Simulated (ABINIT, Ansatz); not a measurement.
# SnAs (Fm-3m): from the cell to the phonon bands, part 2 of 4

Aim: the phonon dispersion of SnAs (Fm-3m), checked by a second program.

ABINIT 10.8.3; DFT LDA, scalar-relativistic, plane waves, PseudoDojo norm-conserving pseudopotentials.

So far. Step 3 (Relaxation): The volume changes by -0.4 % in this run and stands -0.4 % from the first cell. Step 4 (Ground state): The cell stands at -10 GPa: the relaxation ran with a smoothed and higher cutoff, and the difference is a stress of the finite basis. A stress of this size shows a cutoff too low for these files. The relaxed cell has a = 5.674 Å (conventional setting).

The database entry behind the starting cell differs from later determinations by our own check (an axis about 0.7 % short against later determinations), so it need not match the best structure at ambient conditions.

**5. Linear response at Γ**

At q = 0 one unit cell holds all displacements. The response is solved for single atoms along the cell's directions, and symmetry skips those that follow from others. The crystal is treated as a metal, which screens a static field, so no field response is asked.

The input, dfpt_gamma.abi:

```

# common to the responses
getwfk_filepath "gso_WFK"
kptopt 2
nqpt 1
qpt 0.0 0.0 0.0
asr 0
chneut 0

# displacements
rfphon 1
rfatpol 1 2
rfdir 1 1 1
tolvrs 1.0d-10
prtwf 0
prtpot 1

# basis, mesh and filling
ecut 34.0
ngkpt 8 8 8
nshiftk 1
shiftk 0.0 0.0 0.0
istwfk *1
occopt 7
tsmear 0.01
nband 22
nstep 100
diemac 1000000.0
prtebands 0
prtgsr 0

# cell and atoms
acell 3*1.0 Angstrom
rprim 
    0.0 2.83714704 2.83714704
    2.83714704 0.0 2.83714704
    2.83714704 2.83714704 0.0
ntypat 2
znucl 50 33
natom 2
typat 1 2
xred 
    0.0 0.0 0.0
    0.5 0.5 0.5
pp_dirpath "./pseudo"
pseudos "Sn.upf, As.upf"
```

On the command line:

```console
> OMP_NUM_THREADS=1 mpirun -n 4 abinit dfpt_gamma.abi > dfpt_gamma.log
```

Numbers of over 12 decimals in the logs are rounded to 6 here.

dfpt_gamma.abo, the main output file:

```text
[banners, grids, parts of the stress and lines that vanish by symmetry left out]
- input  file    -> dfpt_gamma.abi
- output file    -> dfpt_gamma.abo
- root for input  files -> dfpt_gammai
- root for output files -> dfpt_gammao

 Symmetries : space group Fm -3 m (#225); Bravais cF (face-center cubic)
================================================================================
 Values of the parameters that define the memory need of the present run (RF).
     intxc =       0      iscf =       7    lmnmax =       6     lnmax =       6
     mgfft =      40  mpssoang =       3    mqgrid =    3001     natom =       2
  nloc_mem =       1    nspden =       1   nspinor =       1    nsppol =       1
      nsym =      48    n1xccc =    2501    ntypat =       2    occopt =       7
   xclevel =       1
-    mband =          22        mffmem =           1         mkmem =          65
-   mkqmem =          65        mk1mem =          65           mpw =        2954
      nfft =       64000          nkpt =         260
- my_mband =          22
================================================================================
================================================================================

--------------------------------------------------------------------------------
------------- Echo of variables that govern the present computation ------------
--------------------------------------------------------------------------------
-
- outvars: echo of selected default values
-   iomode0 =  0 , fftalg0 =312 , wfoptalg0 =  0
-
- outvars: echo of global parameters not present in the input file
-  max_nthreads =    1
-
 -outvars: echo values of preprocessed input variables
 [... echo left out ...]
================================================================================

 chkinp: Checking input parameters for consistency.

[...]
== DATASET  1 ==================================================================
-   mpi_nproc: 4, omp_nthreads: 1 (-1 if OMP is not activated)

--- !DatasetInfo
iteration_state: {dtset: 1, }
dimensions: {natom: 2, nkpt: 260, mband: 22, nsppol: 1, nspinor: 1, nspden: 1, mpw: 2954, }
cutoff_energies: {ecut:  34.0, pawecutdg:  -1.0, }
electrons: {nelect:   2.90000000E+01, charge:   0.00000000E+00, occopt:   7.00000000E+00, tsmear:   1.00000000E-02, }
meta: {optdriver: 1, rfphon: 1, }
...

 mkfilename: getwfk from: gso_WFK

 Real(R)+Recip(G) space primitive vectors, cartesian coordinates (Bohr,Bohr^-1):
 R(1)=  0.0000000  5.3614309  5.3614309  G(1)= -0.0932587  0.0932587  0.0932587
 R(2)=  5.3614309  0.0000000  5.3614309  G(2)=  0.0932587 -0.0932587  0.0932587
 R(3)=  5.3614309  5.3614309  0.0000000  G(3)=  0.0932587  0.0932587 -0.0932587
 Unit cell volume ucvol=  3.0822803E+02 bohr^3
 Angles (23,13,12)=  6.00000000E+01  6.00000000E+01  6.00000000E+01 degrees
 setup1 : take into account q-point for computing boxcut.

 getcut: wavevector=  0.0000  0.0000  0.0000  ngfft=  40  40  40
         ecut(hartree)=     34.000   => boxcut(ratio)=   2.00983

--- Pseudopotential description ------------------------------------------------
- pspini: atom type   1  psp file is ./pseudo/Sn.upf

- pspini: atom type   2  psp file is ./pseudo/As.upf

   1.75540325E+03                                ecore*ucvol(ha*bohr**3)
--------------------------------------------------------------------------------

 ==>  initialize data related to q vector <==

 The list of irreducible perturbations for this q vector is:
    1)    idir= 1    ipert=   1
    2)    idir= 1    ipert=   2

[...]
The perturbation idir=   2  ipert=   1 is
 symmetric of a previously calculated perturbation.
 So, its SCF calculation is not needed.

 The perturbation idir=   3  ipert=   1 is
 symmetric of a previously calculated perturbation.
 So, its SCF calculation is not needed.

 The perturbation idir=   2  ipert=   2 is
 symmetric of a previously calculated perturbation.
 So, its SCF calculation is not needed.

 The perturbation idir=   3  ipert=   2 is
 symmetric of a previously calculated perturbation.
 So, its SCF calculation is not needed.

--------------------------------------------------------------------------------
 Perturbation wavevector (in red.coord.)   0.000000  0.000000  0.000000
 Perturbation : displacement of atom   1   along direction   1
 Found     4 symmetries that leave the perturbation invariant.

[...]
dfpt_looppert : total number of electrons, from k and k+q
  fully or partially occupied states are    2.900000E+01 and    2.900000E+01.
 Initialisation of the first-order wave-functions :
  ireadwf=   0

--- !BeginCycle
iteration_state: {dtset: 1, }
solver: {iscf: 7, nstep: 100, nline: 4, wfoptalg: 0, }
tolerances: {tolvrs: 1.00E-10, }
...

     iter   2DEtotal(Ha)        deltaE(Ha) residm    vres2
-ETOT  1   5.040300     -1.909E+04 2.266E+01 1.762E+02
 ETOT  2  0.970727     -4.070E+00 3.214E-01 2.066E+02
 ETOT  3  0.893657     -7.707E-02 6.379E-03 1.481E+01
 ETOT  4  0.889770     -3.886E-03 1.619E-03 1.060E+00
 ETOT  5  0.889368     -4.021E-04 3.886E-04 4.753E-04
[...]
At SCF step   10       vres2   =  2.14E-12 < tolvrs=  1.00E-10 =>converged.
[...]
Mean square residual over all n,k,spin=   90.048E-11; max=  10.334E-07

 Thirteen components of 2nd-order total energy (hartree) are
 1,2,3: 0th-order hamiltonian combined with 1st-order wavefunctions
     kin0=   2.45352113E+04 eigvalue=   1.93789725E+03  local=  -1.16375773E+04
 4,5,6: 1st-order hamiltonian combined with 1st and 0th-order wfs
 loc psp =  -4.93526939E+03  Hartree=   1.59139881E+03     xc=  -2.75782310E+02
 note that "loc psp" includes a xc core correction that could be resolved
 7,8,9: eventually, occupation + non-local contributions
    edocc=   4.03882502E+01     enl0=   2.90189633E+03   enl1=  -3.32515952E+04
 1-9 gives the relaxation energy (to be shifted if some occ is /=2.0)
   erelax=  -1.90934323E+04
 10,11,12 Non-relaxation  contributions : frozen-wavefunctions and Ewald
 fr.local=   2.20264557E+03 fr.nonlo=   1.66209204E+04  Ewald=   1.64069250E+02
 13,14 Frozen wf xc core corrections (1) and (2)
 frxc 1  =  -6.84380261E+02  frxc 2 =   7.91066659E+02
 Resulting in :
 2DEtotal=    0.8893680166E+00 Ha. Also 2DEtotal=    0.242009366140E+02 eV
    (2DErelax=   -1.9093432295E+04 Ha. 2DEnonrelax=    1.9094321663E+04 Ha)
    (  non-var. 2DEtotal :    8.8936821043E-01 Ha)

[...]
Perturbation wavevector (in red.coord.)   0.000000  0.000000  0.000000
 Perturbation : displacement of atom   2   along direction   1
 Found     4 symmetries that leave the perturbation invariant.

--------------------------------------------------------------------------------

--------------------------------------------------------------------------------

 dfpt_looppert : total number of electrons, from k and k+q
  fully or partially occupied states are    2.900000E+01 and    2.900000E+01.
 Initialisation of the first-order wave-functions :
  ireadwf=   0

--- !BeginCycle
iteration_state: {dtset: 1, }
solver: {iscf: 7, nstep: 100, nline: 4, wfoptalg: 0, }
tolerances: {tolvrs: 1.00E-10, }
...

     iter   2DEtotal(Ha)        deltaE(Ha) residm    vres2
-ETOT  1   11.292471281840     -5.429E+04 4.739E+01 2.110E+02
[...]
ETOT  8  0.893076     -3.070E-09 2.712E-06 4.882E-08
 ETOT  9  0.893076     -2.328E-10 1.465E-07 7.041E-11

 At SCF step    9       vres2   =  7.04E-11 < tolvrs=  1.00E-10 =>converged.
[...]
Mean square residual over all n,k,spin=   22.250E-11; max=  14.647E-08

 Thirteen components of 2nd-order total energy (hartree) are
 1,2,3: 0th-order hamiltonian combined with 1st-order wavefunctions
     kin0=   5.74278377E+04 eigvalue=   6.11863960E+03  local=  -1.99288217E+04
 4,5,6: 1st-order hamiltonian combined with 1st and 0th-order wfs
 loc psp =  -9.52970004E+03  Hartree=   3.62462651E+03     xc=  -7.00897857E+02
 note that "loc psp" includes a xc core correction that could be resolved
 7,8,9: eventually, occupation + non-local contributions
    edocc=   3.77867172E+01     enl0=   7.71679161E+03   enl1=  -9.90622250E+04
 1-9 gives the relaxation energy (to be shifted if some occ is /=2.0)
   erelax=  -5.42959625E+04
 10,11,12 Non-relaxation  contributions : frozen-wavefunctions and Ewald
 fr.local=   4.55225678E+03 fr.nonlo=   4.95205486E+04  Ewald=   1.64069250E+02
 13,14 Frozen wf xc core corrections (1) and (2)
 frxc 1  =  -9.65804045E+02  frxc 2 =   1.02578505E+03
 Resulting in :
 2DEtotal=    0.8930758965E+00 Ha. Also 2DEtotal=    0.243018331668E+02 eV
    (2DErelax=   -5.4295962516E+04 Ha. 2DEnonrelax=    5.4296855592E+04 Ha)
    (  non-var. 2DEtotal :    8.9307981926E-01 Ha)

[...]
---- first-order wavefunction calculations are completed ----

 ==> Compute Derivative Database <==

 [... matrices left out ...]
  Phonon wavevector (reduced coordinates) :  0.00000  0.00000  0.00000
 Phonon energies in Hartree :
   3.371967E-06  3.371968E-06  3.371969E-06  4.303755E-04  4.303755E-04
   4.303755E-04
 Phonon frequencies in cm-1    :
-  7.400613E-01  7.400615E-01  7.400616E-01  9.445650E+01  9.445650E+01
-  9.445650E+01

== END DATASET(S) ==============================================================
================================================================================

 -outvars: echo values of variables after computation
            acell      1.8897261259E+00  1.8897261259E+00  1.8897261259E+00 Bohr
           etotal      8.9307589651E-01
            fcart      0.0000000000E+00  0.0000000000E+00  0.0000000000E+00
           strten      0.0000000000E+00  0.0000000000E+00  0.0000000000E+00
================================================================================
```

The job ended after 1.9 min (4 MPI ranks of Arm Neoverse V1, shared host; 7.5 min of CPU time).

Numbers from this step:

- largest acoustic frequency at the zone centre before the sum rule: 0.74 cm⁻¹
- highest optical zone-centre mode (no LO-TO term): 94.46 cm⁻¹
- lowest optical zone-centre mode: 94.46 cm⁻¹

The acoustic modes at Γ come out as far as 0.7 cm⁻¹ from zero, where they should vanish, a small numerical error.

**6. Linear response on the mesh**

Linear response treats each wavevector of the 2×2×2 mesh in the unit cell; the first-order potentials are kept for the electron-phonon matrix elements.

The input, dfpt_q.abi:

```
ndtset 2

# wavevectors
qpt1 0.5 0.0 0.0
qpt2 0.5 0.5 0.0

# displacements
getwfk_filepath "gso_WFK"
getwfq_filepath "gso_WFK"
kptopt 3
nqpt 1
rfphon 1
rfatpol 1 2
rfdir 1 1 1
tolvrs 1.0d-10
prtwf 0
prtpot 1

# basis, mesh and filling
ecut 34.0
ngkpt 8 8 8
nshiftk 1
shiftk 0.0 0.0 0.0
istwfk *1
occopt 7
tsmear 0.01
nband 22
nstep 100
diemac 1000000.0
prtebands 0
prtgsr 0

# cell and atoms
acell 3*1.0 Angstrom
rprim 
    0.0 2.83714704 2.83714704
    2.83714704 0.0 2.83714704
    2.83714704 2.83714704 0.0
ntypat 2
znucl 50 33
natom 2
typat 1 2
xred 
    0.0 0.0 0.0
    0.5 0.5 0.5
pp_dirpath "./pseudo"
pseudos "Sn.upf, As.upf"
```

On the command line:

```console
> OMP_NUM_THREADS=1 mpirun -n 4 abinit dfpt_q.abi > dfpt_q.log
```

dfpt_q.abo, the main output file:

```text
[banners, grids, parts of the stress and lines that vanish by symmetry left out]
- input  file    -> dfpt_q.abi
- output file    -> dfpt_q.abo
- root for input  files -> dfpt_qi
[...]
DATASET    1 : space group Fm -3 m (#225); Bravais cF (face-center cubic)
[...]
nfft =       64000          nkpt =         512
[...]
DATASET    2 : space group Fm -3 m (#225); Bravais cF (face-center cubic)
[...]
nfft =       64000          nkpt =         512
[...]
== DATASET  1 ==================================================================
[...]
cutoff_energies: {ecut:  34.0, pawecutdg:  -1.0, }
[...]
Perturbation : displacement of atom   1   along direction   1
[...]
-ETOT  1   9.690111     -1.937E+04 2.288E+01 6.722E+03
 ETOT  2   5.073151     -4.617E+00 7.892E+00 9.014E+02
 ETOT  3   4.936475     -1.367E-01 6.059E-01 6.367E+00
 ETOT  4   4.935109     -1.366E-03 1.402E+00 4.697E-01
 ETOT  5   4.935004     -1.048E-04 5.753E-01 9.692E-02
[...]
At SCF step   11       vres2   =  9.25E-11 < tolvrs=  1.00E-10 =>converged.
[...]
Perturbation : displacement of atom   1   along direction   2
[...]
-ETOT  1   7.177308     -1.911E+04 2.298E+01 3.590E+02
[...]
At SCF step   10       vres2   =  9.21E-12 < tolvrs=  1.00E-10 =>converged.
[...]
Perturbation : displacement of atom   2   along direction   1
[...]
-ETOT  1   14.014083524329     -5.461E+04 4.673E+01 5.215E+03
[...]
At SCF step   11       vres2   =  1.52E-11 < tolvrs=  1.00E-10 =>converged.
[...]
Perturbation : displacement of atom   2   along direction   2
[...]
-ETOT  1   13.264675475276     -5.431E+04 4.763E+01 3.994E+02
[...]
At SCF step   10       vres2   =  2.15E-12 < tolvrs=  1.00E-10 =>converged.
[...]
Phonon wavevector (reduced coordinates) :  0.50000  0.00000  0.00000
 Phonon energies in Hartree :
[...]
Phonon frequencies in cm-1    :
-  1.071191E+02  1.071191E+02  1.318836E+02  1.318836E+02  1.446958E+02
-  1.512976E+02
[...]
== DATASET  2 ==================================================================
[...]
cutoff_energies: {ecut:  34.0, pawecutdg:  -1.0, }
[...]
- 33.00000  15.00000  180309                  znucl, zion, pspdat
[...]
Perturbation : displacement of atom   1   along direction   1
[...]
-ETOT  1   5.893409     -1.928E+04 2.277E+01 1.574E+02
[...]
At SCF step   11       vres2   =  8.53E-12 < tolvrs=  1.00E-10 =>converged.
[...]
Perturbation : displacement of atom   2   along direction   1
[...]
-ETOT  1   12.914648933705     -5.451E+04 8.551E+01 7.874E+02
[...]
ETOT 10   2.479259     -2.183E-10 9.014E-01 4.540E-09
 ETOT 11   2.479259     -2.765E-10 8.152E+01 1.018E-11
 At SCF step   11       vres2   =  1.02E-11 < tolvrs=  1.00E-10 =>converged.
[...]
Phonon wavevector (reduced coordinates) :  0.50000  0.50000  0.00000
 Phonon energies in Hartree :
[...]
Phonon frequencies in cm-1    :
-  4.343932E+01  4.343932E+01  6.345899E+01  1.169797E+02  1.169797E+02
-  1.558169E+02
[...]
strten1     0.0000000000E+00  0.0000000000E+00  0.0000000000E+00
           strten2     0.0000000000E+00  0.0000000000E+00  0.0000000000E+00
================================================================================
```

The job ended after 24 min (4 MPI ranks).

This step gave:

```
lowest mode on the q mesh (acoustic ones at the zone centre apart) : 43.44 cm⁻¹
```

Frequencies (cm⁻¹) before the sum rule at the irreducible wavevectors but Γ, which is solved apart; negative means imaginary. Frequencies by wavevector:

| q (fractions) | star | mode 1 | mode 2 | mode 3 | mode 4 | mode 5 | mode 6 |
| --- | --- | --- | --- | --- | --- | --- | --- |
| 0.5 0 0 | 4 | 107.1 | 107.1 | 131.9 | 131.9 | 144.7 | 151.3 |
| 0.5 0.5 0 | 3 | 43.44 | 43.44 | 63.46 | 117 | 117 | 155.8 |

(Continued in part 3 of 4.)

[Host names and launcher messages were left out of these logs when they were recorded.]

[Logs are printed without paths, hosts, clocks, repeated set-up lines and the standing remarks that a program may print on its own settings, such as how far it seeks lower states.]

[Hosts, paths, dates, database ids (printed as entryN), source tags and the programs' standing remarks are cut or masked in the printed files.]
